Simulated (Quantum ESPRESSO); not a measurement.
# MoSi2N4, 1 layer: a series in the share of short-range exact exchange, part 2 of 3

What law, if any, do the results for MoSi2N4, 1 layer follow against the share of short-range exact exchange?

Quantum ESPRESSO 7.5; plane-wave DFT, PBE, SG15 norm-conserving pseudopotentials.

So far. Step 2 (Variable-cell relaxation of the reference):  The last row is no step: it is a fresh SCF in the final cell with a new plane-wave basis, +1 meV from the row before.

## (3) Self-consistent run, 0

The self-consistent run of this member.

Level of this step: plane-wave DFT, PBE, SG15 norm-conserving pseudopotentials (Quantum ESPRESSO 7.5).

The input, m0.scf.in:

```
&control
  prefix = 'm0.scf'
  outdir = './out'
  pseudo_dir = './pseudo'
  calculation = 'scf'
  tprnfor = .true.
/
&system
  ibrav = 0
  nat = 7
  ntyp = 3
  ecutwfc = 60
  ecutrho = 240
  occupations = 'fixed'
  nbnd = 24
/
&electrons
  conv_thr = 1e-08
  mixing_beta = 0.6
  electron_maxstep = 120
/
ATOMIC_SPECIES
  N   14.0070  N_ONCV_PBE-1.2.upf
  Si  28.0850  Si_ONCV_PBE-1.2.upf
  Mo  95.9500  Mo_ONCV_PBE-1.2.upf
CELL_PARAMETERS angstrom
  2.90109466400000 0.00000000000000 0.00000000000000
  -1.45054733200000 2.51242167800000 0.00000000000000
  0.00000000000000 0.00000000000000 21.86179061700000
ATOMIC_POSITIONS crystal
  N   0.000000000000 0.000000000000 0.338240171700
  Si  0.333333333300 0.666666666700 0.362098330200
  N   0.333333333300 0.666666666700 0.442564932500
  Mo  0.000000000000 0.000000000000 0.500000000000
  N   0.333333333300 0.666666666700 0.557435067500
  Si  0.333333333300 0.666666666700 0.637901669800
  N   0.000000000000 0.000000000000 0.661759828300
K_POINTS automatic
  9 9 1 0 0 0
```

Run with:

```bash
$ OMP_NUM_THREADS=1 mpirun -n 4 pw.x -nk 4 -in m0.scf.in > m0.scf.out
```

Log:

```text
[banner, memory and clock lines left out]
Program PWSCF v.7.5 starts
[citation notice left out]

[...]
Message from routine setup:
[...]
bravais-lattice index     =            0
     lattice parameter (alat)  =       5.4823  a.u.
     unit-cell volume          =    1075.3176 (a.u.)^3
     number of atoms/cell      =            7
     number of atomic types    =            3
     number of electrons       =        42.00
     number of Kohn-Sham states=           24
     kinetic-energy cutoff     =      60.0000  Ry
     charge density cutoff     =     240.0000  Ry
     scf convergence threshold =      1.0E-08
     mixing beta               =       0.6000
     number of iterations used =            8  plain     mixing
     Exchange-correlation= PBE
                           (   1   4   3   4   0   0   0)

[...]
PseudoPot. # 1 for N  read from file:
     ./pseudo/N_ONCV_PBE-1.2.upf
     Pseudo is Norm-conserving, Zval =  5.0
     Generated using ONCVPSP code by D. R. Hamann
     Using radial grid of  602 points,  4 beta functions with:
                l(1) =   0
                l(2) =   0
                l(3) =   1
                l(4) =   1

     PseudoPot. # 2 for Si read from file:
     ./pseudo/Si_ONCV_PBE-1.2.upf
     Pseudo is Norm-conserving, Zval =  4.0
     Generated using ONCVPSP code by D. R. Hamann
     Using radial grid of  602 points,  4 beta functions with:
                l(1) =   0
                l(2) =   0
                l(3) =   1
                l(4) =   1

     PseudoPot. # 3 for Mo read from file:
     ./pseudo/Mo_ONCV_PBE-1.2.upf
     Pseudo is Norm-conserving, Zval = 14.0
     Generated using ONCVPSP code by D. R. Hamann
     Using radial grid of  602 points,  6 beta functions with:
                l(1) =   0
                l(2) =   0
                l(3) =   1
                l(4) =   1
                l(5) =   2
                l(6) =   2

     atomic species   valence    mass     pseudopotential
     N                 5.00    14.00700     N ( 1.00)
     Si                4.00    28.08500     Si( 1.00)
     Mo               14.00    95.95000     Mo( 1.00)

     12 Sym. Ops. (no inversion) found

[...]
number of k points=    12
[...]
Dense  grid:    67673 G-vectors     FFT dimensions: (  27,  27, 216)

     Initial potential from superposition of free atoms

     starting charge      41.8065, renormalised to      42.0000

     negative rho (up, down):  1.683E-04 0.000E+00
     Starting wfcs are random

     per-process dynamical memory:    52.6 Mb

     Self-consistent Calculation

     iteration #  1     ecut=    60.00 Ry     beta= 0.60
     Davidson diagonalization with overlap
     ethr =  1.00E-02,  avg # of iterations = 14.0

     total energy              =    -232.39517805 Ry
     estimated scf accuracy    <       1.58251346 Ry

     iteration #  2     ecut=    60.00 Ry     beta= 0.60
[...]
total energy              =    -232.22653273 Ry
     estimated scf accuracy    <       3.01890671 Ry

     iteration #  3     ecut=    60.00 Ry     beta= 0.60
[...]
total energy              =    -232.85624851 Ry
     estimated scf accuracy    <       0.93052024 Ry

     iteration #  4     ecut=    60.00 Ry     beta= 0.60
[...]
total energy              =    -232.97354124 Ry
     estimated scf accuracy    <       0.06087899 Ry

     iteration #  5     ecut=    60.00 Ry     beta= 0.60
[...]
total energy              =    -232.98614545 Ry
     estimated scf accuracy    <       0.00516863 Ry

     iteration #  6     ecut=    60.00 Ry     beta= 0.60
[...]
total energy              =    -232.98726045 Ry
     estimated scf accuracy    <       0.00158008 Ry

[...]
iteration #  9     ecut=    60.00 Ry     beta= 0.60
[...]
total energy              =    -232.98729918 Ry
     estimated scf accuracy    <       0.00000537 Ry

     iteration # 10     ecut=    60.00 Ry     beta= 0.60
[...]
total energy              =    -232.98729988 Ry
     estimated scf accuracy    <       0.00000015 Ry

     iteration # 11     ecut=    60.00 Ry     beta= 0.60
[...]
total energy              =    -232.98729996 Ry
     estimated scf accuracy    <       0.00000013 Ry

     iteration # 12     ecut=    60.00 Ry     beta= 0.60
[...]
End of self-consistent calculation

          k = 0.0000 0.0000 0.0000 (  8441 PWs)   bands (ev):

   -58.8446 -32.9639 -32.5730 -32.5730 -16.3052 -16.2180 -13.5379 -12.2160
    -6.0984  -3.5062  -1.5990  -1.5990  -1.5212  -1.4022  -1.4022  -1.2506
    -1.2506   0.0455   0.0455   0.1025   2.3380   5.2852   5.2852   5.5770

          k = 0.0000 0.1283 0.0000 (  8445 PWs)   bands (ev):

   -58.8306 -32.9413 -32.6861 -32.5973 -16.1026 -16.0233 -13.3675 -12.1966
    -5.9043  -3.5590  -2.3715  -2.2961  -1.7440  -1.6614  -1.6102  -1.2870
    -1.1389  -0.3016  -0.1991   0.3546   2.1729   5.0499   5.2383   5.4397

[...]
highest occupied, lowest unoccupied level (ev):     2.3380    4.3276

!    total energy              =    -232.98729998 Ry
     estimated scf accuracy    <          3.4E-10 Ry

     The total energy is the sum of the following terms:
     one-electron contribution =   -2427.50994436 Ry
     hartree contribution      =    1222.95934473 Ry
     xc contribution           =     -41.39190943 Ry
     ewald contribution        =    1012.95520907 Ry

     convergence has been achieved in  12 iterations

     Forces acting on atoms (cartesian axes, Ry/au):

     atom    1 type  1   force =     0.00000000    0.00000000    0.00028811
     atom    2 type  2   force =     0.00000000    0.00000000   -0.00108674
     atom    3 type  1   force =     0.00000000    0.00000000    0.00074810
     atom    4 type  3   force =    -0.00000000   -0.00000000    0.00000000
     atom    5 type  1   force =     0.00000000    0.00000000   -0.00074810
     atom    6 type  2   force =     0.00000000    0.00000000    0.00108674
     atom    7 type  1   force =     0.00000000    0.00000000   -0.00028811

     Total force =     0.001910     Total SCF correction =     0.000048

[...]
```

It took 15 s on 4 MPI ranks of Arm Neoverse V2, shared host; peak memory 0.42 GiB.

This step gave:

```
free energy                          : -3169.9537 eV
valence top, on the run's zero       : 2.338 eV
conduction bottom, on the run's zero : 4.328 eV
gap by band count                    : 1.990 eV
```

## (4) Potential by pp.x, 0

plot_num = 11 writes the bare and Hartree potential, from which vacuum levels or, in a crystal, the mean potential are read.

The input, m0.pot.in:

```
&inputpp
  prefix = 'm0.scf'
  outdir = './out'
  filplot = 'm0.pot.dat'
  plot_num = 11
/
```

Run with:

```bash
$ OMP_NUM_THREADS=1 mpirun -n 4 pp.x -in m0.pot.in > m0.pot.out
```

Log:

```text
[banner, memory and clock lines left out]
Program POST-PROC v.7.5 starts

          URL

     ./out/m0.scf.save/

     IMPORTANT: XC functional enforced from input :
     Exchange-correlation= PBE
                           (   1   4   3   4   0   0   0)
     Any further DFT definition will be discarded
     Please, verify this is what you really want

     Calling punch_plot, plot_num =  11
     Writing data to file  m0.pot.dat
     Message from routine chdens:
     namelist plot not found or invalid, exiting
```

Wall time 0.67 s (4 MPI ranks); peak memory 0.09 GiB.

This step gave:

```
potential in the middle of the vacuum, over the valence top : 5.530 eV
```

Electrostatic potential energy of an electron; zero at the highest filled level of the SCF mesh. The potential energy, planar mean by z:

z (Å), potential energy, planar mean (eV) and a bar from the least value:
```
        0        5.5 ##############################
        1        5.5 ##############################
        2        5.5 ##############################
        3        5.5 ##############################
        4        5.5 ##############################
        5        5.5 ##############################
        6        5.1 ##############################
        7       -4.9 ######################
        8      -27.7 ###
        9        0.2 ##########################
       10       -7.7 ###################
       11      -31.5 
       12       -8.6 ###################
       13       -0.5 #########################
       14      -29.6 ##
       15       -1.2 #########################
       16        5.3 ##############################
       17        5.5 ##############################
       18        5.5 ##############################
       19        5.5 ##############################
       20        5.5 ##############################
       21        5.5 ##############################
```

## (5) Ground state, 0.1

Level of this step: plane-wave DFT, screened hybrid with 0.1 exact exchange, SG15 norm-conserving pseudopotentials (Quantum ESPRESSO 7.5). input_dft overrides the functional of the files.

m1.scf.in, as its differences from the input of step 3:

```diff
@@ -1,3 +1,3 @@
 &control
-  prefix = 'm0.scf'
+  prefix = 'm1.scf'
   outdir = './out'
@@ -15,2 +15,8 @@
   nbnd = 24
+  input_dft = 'hse'
+  exx_fraction = 0.1
+  nqx1 = 3
+  nqx2 = 3
+  nqx3 = 1
+  ecutfock = 60
 /
```

Run with:

```bash
$ OMP_NUM_THREADS=1 mpirun -n 4 pw.x -nk 4 -in m1.scf.in > m1.scf.out
```

Log:

```text
[banner, memory and clock lines left out]
Program PWSCF v.7.5 starts
[...]
Message from routine setup:
[...]
number of electrons       =        42.00
     number of Kohn-Sham states=           24
     kinetic-energy cutoff     =      60.0000  Ry
     charge density cutoff     =     240.0000  Ry
[...]
number of k points=    12
[...]
Dense  grid:    67673 G-vectors     FFT dimensions: (  27,  27, 216)
[...]
negative rho (up, down):  1.683E-04 0.000E+00
     Starting wfcs are random
[...]
estimated scf accuracy    <       1.58251346 Ry
[...]
estimated scf accuracy    <       3.01890671 Ry
[...]
estimated scf accuracy    <       0.93052024 Ry
[...]
estimated scf accuracy    <       0.06087899 Ry
[...]
estimated scf accuracy    <       0.00516863 Ry
[...]
estimated scf accuracy    <       0.00158008 Ry
[...]
estimated scf accuracy    <       0.00047129 Ry
[...]
estimated scf accuracy    <       0.00001750 Ry
[...]
estimated scf accuracy    <       0.00000537 Ry
[...]
estimated scf accuracy    <       0.00000015 Ry
[...]
estimated scf accuracy    <       0.00000013 Ry
[...]
highest occupied, lowest unoccupied level (ev):     2.3380    4.3276
!    total energy              =    -232.98729998 Ry
     estimated scf accuracy    <          3.4E-10 Ry
     convergence has been achieved in  12 iterations
[...]
estimated scf accuracy    <       0.00187228 Ry
[...]
estimated scf accuracy    <       0.00599915 Ry
[...]
estimated scf accuracy    <       0.00002610 Ry
[...]
estimated scf accuracy    <       0.00001246 Ry
[...]
estimated scf accuracy    <       0.00000216 Ry
[...]
estimated scf accuracy    <       0.00000007 Ry
[...]
estimated scf accuracy    <       0.00000003 Ry
[...]
highest occupied, lowest unoccupied level (ev):     2.1301    4.3606
!    total energy              =    -232.95003609 Ry
     estimated scf accuracy    <          1.3E-09 Ry
     convergence has been achieved in   8 iterations
[...]
estimated scf accuracy    <       0.00000644 Ry
[...]
estimated scf accuracy    <       0.00001560 Ry
[...]
estimated scf accuracy    <       0.00000034 Ry
[...]
estimated scf accuracy    <       0.00000008 Ry
[...]
estimated scf accuracy    <       0.00000001 Ry
[...]
highest occupied, lowest unoccupied level (ev):     2.1282    4.3601
!    total energy              =    -232.95013412 Ry
     estimated scf accuracy    <          3.6E-10 Ry
     convergence has been achieved in   6 iterations
[...]
estimated scf accuracy    <       0.00000004 Ry
[...]
estimated scf accuracy    <       0.00000008 Ry
[...]
highest occupied, lowest unoccupied level (ev):     2.1281    4.3602
!    total energy              =    -232.95013492 Ry
     estimated scf accuracy    <          3.6E-09 Ry
     convergence has been achieved in   3 iterations
[...]
estimated scf accuracy    <       0.00000003 Ry
[...]
estimated scf accuracy    <       0.00000010 Ry
[...]
highest occupied, lowest unoccupied level (ev):     2.1279    4.3598
!    total energy              =    -232.95013494 Ry
     estimated scf accuracy    <          9.1E-10 Ry
     convergence has been achieved in   3 iterations
[...]
!!   total energy              =    -232.95013494 Ry
[...]
Total force =     0.011838     Total SCF correction =     0.000051
[...]
```

Wall time 79 s (4 MPI ranks); peak memory 3.3 GiB; 5.3 min of CPU time.

Numbers from this step:

| Item | Value |
| --- | --- |
| free energy | -3169.4480 eV |
| valence top, on the run's zero | 2.128 eV |
| conduction bottom, on the run's zero | 4.360 eV |
| gap by band count | 2.232 eV |

[end of part 2 of 3]

[Logs are printed without paths, hosts, clocks, repeated set-up lines and the standing remarks that a program may print on its own settings, such as how far it seeks lower states.]

[Hosts, paths, dates, database ids (printed as entryN), source tags and the programs' standing remarks are cut or masked in the printed files.]

[Maps of the electrostatic potential energy from Ansatz leave out the sawtooth potential of an applied field or a dipole correction, so their vacuum need not be flat; planar profiles and work functions include it.]
